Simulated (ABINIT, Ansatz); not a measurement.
# SnF4 (I4/mmm): one start, several treatments of the self-energy, part 2 of 2

Wanted: the gap of SnF4 (I4/mmm) under several approximations, with cost.

ABINIT 10.8.3; PBEsol and many-body steps on it, plane waves. Known limits of the many-body steps: not at the basis limit; no spin-orbit coupling.

So far. Step 5 (G0W0, Hybertsen-Louie plasmon pole): Against G0W0 in ABINIT (4×4×4 mesh, 104 bands, screening to 141.5 eV, Godby-Needs plasmon pole), the gap moves by +0.526 eV. Step 6 (G0W0, Engel-Farid plasmon pole): Against G0W0 in ABINIT (4×4×4 mesh, 104 bands, screening to 141.5 eV, Godby-Needs plasmon pole), the gap moves by +0.004 eV.

**7. One-shot Hartree-Fock**

This step: one-shot Hartree-Fock on PBEsol, plane waves, norm-conserving pseudopotentials.

Input file run.abi:

```
acell 3*1.0 Angstrom
rprim 
  -2.025000000000 2.025000000000 3.965000000000
  2.025000000000 -2.025000000000 3.965000000000
  2.025000000000 2.025000000000 -3.965000000000
ntypat 2
znucl 50 9
natom 5
typat 1 2 2 2 2
xred 
  0.000000000000 0.000000000000 0.000000000000
  0.237000000000 0.237000000000 0.000000000000
  0.763000000000 0.763000000000 0.000000000000
  0.500000000000 0.000000000000 0.500000000000
  0.000000000000 0.500000000000 0.500000000000
pp_dirpath "pseudos"
pseudos "Sn.upf, F.upf"
ecut 38
ngkpt 4 4 4
nshiftk 1
shiftk 0 0 0
kptopt 1
chksymbreak 0
istwfk *1
occopt 1
irdwfk 1
optdriver 4
nband 29
gwcalctyp 5
ecutsigx 38
symsigma 1
nkptgw 2
kptgw 
  0.5000000000 0.5000000000 0.0000000000
  0.0000000000 0.0000000000 0.0000000000
bdgw 
  24 27
  24 27
ixc_sigma 40
fftgw 31
indata_prefix "in"
outdata_prefix "out"
tmpdata_prefix "tmp"
```

Launch:

```
$ OMP_NUM_THREADS=1 mpirun -n 8 abinit run.abi > log
```

Log:

```text
.Version 10.8.3 of ABINIT. v10.8.2 released Aug 2026.

 Symmetries : space group I4/m m m (#139); Bravais tI (body-center tetrag.)
[... echo of the input left out ...]
== DATASET  1 ==================================================================
-   mpi_nproc: 8, omp_nthreads: 1 (-1 if OMP is not activated)

--- !DatasetInfo
iteration_state: {dtset: 1, }
dimensions: {natom: 5, nkpt: 13, mband: 29, nsppol: 1, nspinor: 1, nspden: 1, mpw: 4928, }
cutoff_energies: {ecut:  38.0, pawecutdg:  -1.0, }
[...]
Band     E0 <VxcDFT>   SigX SigC(E0)      Z dSigC/dE  Sig(E)    E-E0       E
[...]
26   4.085 -17.488 -13.247   0.000   1.000   0.000 -13.247   4.241   8.326
       27  12.318 -10.593  -5.530   0.000   1.000   0.000  -5.530   5.063  17.381

== END DATASET(S) ==============================================================
================================================================================

 -outvars: echo values of variables after computation  --------
           etotal      0.0000000000E+00
            nband          29
             nkpt          13
          spgroup         139
 [... the other variables as echoed above ...]

 Calculation completed.
```

Wall time 10 s (8 MPI ranks of Arm Neoverse N1, shared host); peak memory 4 GiB; 80 s of CPU time.

This step gave:

```yaml
quasiparticle_gap_on_the_points_computed: 15.75 eV
starting_gap_on_the_mesh: 3.412 eV
k_of_the_valence_top: 0.5, 0.5, 0
k_of_the_conduction_bottom: 0, 0, 0
least_direct_quasiparticle_gap_on_the_computed_points: 15.92 eV
```

Against G0W0 in ABINIT (4×4×4 mesh, 104 bands, screening to 141.5 eV, Godby-Needs plasmon pole), the gap moves by +8.614 eV.

**8. Screening, 4×4×4 mesh, 104 bands, screening to 141.5 eV**

This step: RPA screening on PBEsol, plane waves, norm-conserving pseudopotentials.

run.abi: that of step 7 with these lines changed.

```diff
@@ -26,16 +26,14 @@
 irdwfk 1
-optdriver 4
-nband 29
-gwcalctyp 5
-ecutsigx 38
-symsigma 1
-nkptgw 2
-kptgw 
-  0.5000000000 0.5000000000 0.0000000000
-  0.0000000000 0.0000000000 0.0000000000
-bdgw 
-  24 27
-  24 27
-ixc_sigma 40
-fftgw 31
+optdriver 3
+nband 104
+ecuteps 5.2
+inclvkb 2
+awtr 1
+symchi 1
+gwcalctyp 2
+nfreqre 16
+freqremax 40 eV
+nfreqim 8
+spmeth 1
+nomegasf 120
 indata_prefix "in"
```

Log:

```text
.Version 10.8.3 of ABINIT. v10.8.2 released Aug 2026.

 Symmetries : space group I4/m m m (#139); Bravais tI (body-center tetrag.)
[... echo of the input left out ...]
== DATASET  1 ==================================================================
-   mpi_nproc: 8, omp_nthreads: 1 (-1 if OMP is not activated)

--- !DatasetInfo
iteration_state: {dtset: 1, }
dimensions: {natom: 5, nkpt: 13, mband: 104, nsppol: 1, nspinor: 1, nspden: 1, mpw: 4928, }
cutoff_energies: {ecut:  38.0, pawecutdg:  -1.0, }
electrons: {nelect:   5.00000000E+01, charge:   0.00000000E+00, occopt:   1.00000000E+00, tsmear:   1.00000000E-02, }

 SCREENING: Calculation of the susceptibility and dielectric matrices

 Based on a program developped by R.W. Godby, V. Olevano, G. Onida, and L. Reining.
 Incorporated in ABINIT by V. Olevano, G.-M. Rignanese, and M. Torrent.
.Using double precision arithmetic ; gwpc =  8

[... cell and pseudopotentials left out ...]
--------------------------------------------------------------------------------

 ==== K-mesh for the wavefunctions ====
 Number of points in the irreducible wedge :    13
[... list of points left out ...]
 Together with 16 symmetry operations and time-reversal symmetry
 yields    64 points in the full Brillouin Zone.

 ==== Q-mesh for the screening function ====
 Number of points in the irreducible wedge :    13
[... list of points left out ...]
 Together with 16 symmetry operations and time-reversal symmetry
 yields    64 points in the full Brillouin Zone.

 setmesh: FFT mesh size selected  =    45x   45x   45
          total number of points  =        91125

 vcoul_init : cutoff-mode = AUXILIARY_FUNCTION
 q-points for optical limit:   1
     1)      0.000010    0.000020    0.000030

- screening: taking advantage of time-reversal symmetry
- Maximum band index for partially occupied states nbvw = 25
- Remaining bands to be divided among processors   nbcw = 79
- Number of bands treated by each node ~9

 Number of electrons calculated from density =   50.0000; Expected =   50.0000
 average of density, n =  0.113925
 r_s =    1.2797
 omega_plasma =   32.5586 [eV]

 calculating chi0 at frequencies [eV] :
  1    0.000000E+00    0.000000E+00
  2    2.666667E+00    0.000000E+00
  3    5.333333E+00    0.000000E+00
[...]
23    0.000000E+00    8.292108E+01
 24    0.000000E+00    1.167538E+02

--------------------------------------------------------------------------------
  q-point number  1        q = ( 0.000000, 0.000000, 0.000000) [r.l.u.]
--------------------------------------------------------------------------------
[... chi0 elements left out ...]
  [... further frequencies ...]

 No. of calculated frequencies >  15, stop printing
 For q-point:  0.000010 0.000020 0.000030
  dielectric constant =   2.4015
  dielectric constant without local fields =   2.5148

  Average fulfillment of the sum rule on Im[epsilon] for q-point    1 :     44.82  [%]
[... wings left out ...]
  q-point number  2        q = ( 0.250000, 0.000000, 0.000000) [r.l.u.]
--------------------------------------------------------------------------------
[... chi0 elements left out ...]
  [... further frequencies ...]

 No. of calculated frequencies >  15, stop printing
  Average fulfillment of the sum rule on Im[epsilon] for q-point    2 :     57.07  [%]

 [... 11 further q-points ...]
```

Wall time 11 min (8 MPI ranks); peak memory 7 GiB; 86 min of CPU time.

This step gave:

| Quantity | Value |
| --- | --- |
| ε∞ with local fields, on this mesh, along the program's q direction | 2.401 |
| the same without local fields | 2.515 |
| plasma frequency | 32.56 eV |
| plane waves in the screening matrix | 251 |

**9. G0W0, contour deformation**

This step: G0W0 on PBEsol, plane waves, norm-conserving pseudopotentials.

run.abi: that of step 8 with these lines changed.

```diff
@@ -26,14 +26,16 @@
 irdwfk 1
-optdriver 3
+optdriver 4
 nband 104
+gwcalctyp 2
+ecutsigx 38
+symsigma 1
+nkptgw 2
+kptgw 
+  0.5000000000 0.5000000000 0.0000000000
+  0.0000000000 0.0000000000 0.0000000000
+bdgw 
+  24 27
+  24 27
 ecuteps 5.2
-inclvkb 2
-awtr 1
-symchi 1
-gwcalctyp 2
-nfreqre 16
-freqremax 40 eV
-nfreqim 8
-spmeth 1
-nomegasf 120
+irdscr 1
 indata_prefix "in"
```

Log:

```text
.Version 10.8.3 of ABINIT. v10.8.2 released Aug 2026.

 Symmetries : space group I4/m m m (#139); Bravais tI (body-center tetrag.)
[... echo of the input left out ...]
== DATASET  1 ==================================================================
-   mpi_nproc: 8, omp_nthreads: 1 (-1 if OMP is not activated)

--- !DatasetInfo
iteration_state: {dtset: 1, }
dimensions: {natom: 5, nkpt: 13, mband: 104, nsppol: 1, nspinor: 1, nspden: 1, mpw: 4928, }
cutoff_energies: {ecut:  38.0, pawecutdg:  -1.0, }
[...]
Band     E0 <VxcDFT>   SigX SigC(E0)      Z dSigC/dE  Sig(E)    E-E0       E
[...]
27  12.318 -10.593  -5.530  -3.227   0.865  -0.156  -9.005   1.588  13.906
       27   0.000   0.000   0.000  -0.014   0.000   0.000  -0.012  -0.012  -0.012

== END DATASET(S) ==============================================================
================================================================================

 -outvars: echo values of variables after computation  --------
           etotal      0.0000000000E+00
            nband         104
             nkpt          13
          spgroup         139
 [... the other variables as echoed above ...]

 Calculation completed.
```

Elapsed: 23 s, on 8 MPI ranks; peak memory 4.4 GiB; 3 min of CPU time.

This step gave:

```
G0W0 gap on the points computed              : 6.98 eV
starting gap on the mesh                     : 3.412 eV
k of the valence top                         : 0.5, 0.5, 0
k of the conduction bottom                   : 0, 0, 0
least direct G0W0 gap on the computed points : 7.211 eV
```

Against G0W0 in ABINIT (4×4×4 mesh, 104 bands, screening to 141.5 eV, Godby-Needs plasmon pole), the gap moves by −0.157 eV.

**10. The runs together**

Times are wall times on 8 MPI ranks of Arm Neoverse N1, shared host, good to a factor of about two. A run's time includes the screening step that it read.

```
                               run   mesh  bands  screening cutoff (eV)  DFT gap (eV)  gap on the mesh (eV)  direct (eV)  ε∞ used     time
    G0W0, Godby-Needs plasmon pole  4×4×4    104                  141.5         3.412                 7.137        7.379     2.39  9.5 min
G0W0, Hybertsen-Louie plasmon pole  4×4×4    104                  141.5         3.412                 7.663        7.906     2.39  9.5 min
    G0W0, Engel-Farid plasmon pole  4×4×4    104                  141.5         3.412                 7.141        7.389     2.39  9.4 min
             one-shot Hartree-Fock  4×4×4      -                      -         3.412                15.751       15.923        -     10 s
         G0W0, contour deformation  4×4×4    104                  141.5         3.412                 6.980        7.211     2.40   11 min
```

**11. Outcome**

```json
{
  "G0W0, Godby-Needs plasmon pole": "7.137 eV",
  "G0W0, Hybertsen-Louie plasmon pole": "7.663 eV",
  "G0W0, Engel-Farid plasmon pole": "7.141 eV",
  "one-shot Hartree-Fock": "15.751 eV",
  "G0W0, contour deformation": "6.980 eV",
  "known limits": "not at the basis limit; no spin-orbit coupling"
}
```

What this shows: G0W0, Hybertsen-Louie plasmon pole: +0.526 eV against G0W0, Godby-Needs plasmon pole. G0W0, Engel-Farid plasmon pole: +0.004 eV against G0W0, Godby-Needs plasmon pole. One-shot Hartree-Fock: +8.614 eV against G0W0, Godby-Needs plasmon pole. G0W0, contour deformation: −0.157 eV against G0W0, Godby-Needs plasmon pole. Bare exchange alone opens the gap to 15.75 eV; against G0W0, correlation takes back 8.61 eV. Bands and cutoff are finite, so the gap is not at the basis limit. The miss can reach some tenths of an eV and take either sign; the mesh is an error of its own. In the G0W0 runs levels were corrected at 2 k points alone, so a gap called «on the mesh» is the least over those, and an edge elsewhere would be missed. The many-body steps are scalar-relativistic: spin-orbit coupling is not in them.

[Paths, hosts, dates, memory and timing lines, banners, echoed tables and standing remarks are left out of the program output.]

[Logs are printed without paths, hosts, clocks, repeated set-up lines and the standing remarks that a program may print on its own settings, such as how far it seeks lower states.]

[Runs of the session that timed out or met a known fault of the program may be left out.]

[Hosts, paths, dates, database ids (printed as entryN), source tags and the programs' standing remarks are cut or masked in the printed files.]

[G0W0 gaps are taken among the corrected bands and points alone; a level outside them can change the order at an edge.]

[Where Ansatz stands beside ABINIT at settings called matched, ABINIT's density can come from a denser mesh and the files from another edition; pairs whose starting gaps differed by over 0.03 eV were left out, so agreement reads better than it is.]
